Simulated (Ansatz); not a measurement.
# Lattice dynamics of Ag3TeF (built on the sites of a database entry of Ag3SI)

The cell of Ag3TeF (built on the sites of a database entry of Ag3SI) is at rest. What are its phonons?

Method: DFT PBE, scalar-relativistic, plane waves, norm-conserving pseudopotentials, in Ansatz 0.2.0.

The structure was built from a prototype and need not be the compound's stable phase.

### Step 1. Starting point

Symmetry: Pm-3m, No. 221, cubic system. The conventional cell has a = 5.275 Å, b = 5.275 Å, c = 5.275 Å, α = 90.00°, β = 90.00°, γ = 90.00°. Ag has 2 Te at 2.64 Å nearest. Te has 6 Ag at 2.64 Å nearest. F has 12 Ag at 3.73 Å nearest. Farther neighbours and most contacts between anions are not listed.

### Step 2. Zone-centre response

The cell comes from relaxations at this level that are not shown. The zone centre is the only wavevector solved here; it holds the modes that light can see, as far as symmetry allows. The response to a homogeneous field gives the Born charges and the dielectric tensor, and its change with displacement the Raman tensors.

The input, input.yaml:

```yaml
crystal:
  lattice:
    - [5.2749394314, 0.0, 0.0]
    - [0.0, 5.2749394314, 0.0]
    - [0.0, 0.0, 5.2749394314]
  atoms:
    - { symbol: Ag, position: [0.5, 0.5, 0.0] }
    - { symbol: Ag, position: [0.0, 0.5, 0.5] }
    - { symbol: Ag, position: [0.5, 0.0, 0.5] }
    - { symbol: Te, position: [0.5, 0.5, 0.5] }
    - { symbol: F, position: [0.0, 0.0, 0.0] }
kpoints:
  mp_grid: { grid: [6, 6, 6] }
hamiltonian:
  xc: pbe
  pseudopotentials: { kind: nc }
scf:
  occupations: { method: fixed }
output:
  eigenvalues: true
phonons:
  method: dfpt
  dielectric: true
  rigid_motions: translations
  raman: true
```

Run with:

```console
ansatz run input.yaml --threads 8 --pin off --max-ram 14336MiB --backend cpu --events-out ev --progress --plain --runs-dir out
```

Then come: another isotope, element Ag, natural mass 107.868 amu; another isotope, element Te, natural mass 127.6 amu. Settings of the main run: cutoff 1320 eV, 6×6×6 k-mesh, fixed occupations.

Q: Predict the highest optical mode at the zone centre, top of the zone-centre spectrum with the field and lowest optical zone-centre mode.

A zone-centre mode is imaginary (116.6i cm⁻¹), so this structure is not a minimum of the energy. Without the field, the optical modes at Γ span -117 to 218 cm⁻¹ (negative means imaginary). No dispersion was computed.

| Property | Result |
| --- | --- |
| volume per atom | 29.4 Å³ |
| gap on the k-mesh | 1.21 eV |
| highest optical mode at the zone centre (no LO-TO term) | 218 cm⁻¹ |
| top of the zone-centre spectrum with the field | 219 cm⁻¹ |
| lowest optical zone-centre mode | -117 cm⁻¹ |
| mean high-frequency dielectric constant | 5.59 |
| largest Born charge (third of the trace) | -1.71 e |
| imaginary modes at Γ (the only wavevector solved) | yes |

With the macroscopic field of the longitudinal modes the top of the zone-centre spectrum lies at 219 cm⁻¹, against 218 cm⁻¹ without it. Among the real modes, the strongest infrared line is at 218 cm⁻¹. With the field response the log warns that the k mesh is coarse for the force constants too, so the frequencies may not be converged. Spin-orbit coupling is left out, which can matter for the heavy elements here. The starting cell was built on a prototype and not taken from a measurement, so the phase need not exist. These are harmonic frequencies at zero temperature: anharmonic shifts, linewidths and thermal expansion are left out.

[Logs are printed without paths, hosts, clocks, repeated set-up lines and the standing remarks that a program may print on its own settings, such as how far it seeks lower states.]

[Hosts, paths, dates, database ids (printed as entryN), source tags and the programs' standing remarks are cut or masked in the printed files.]
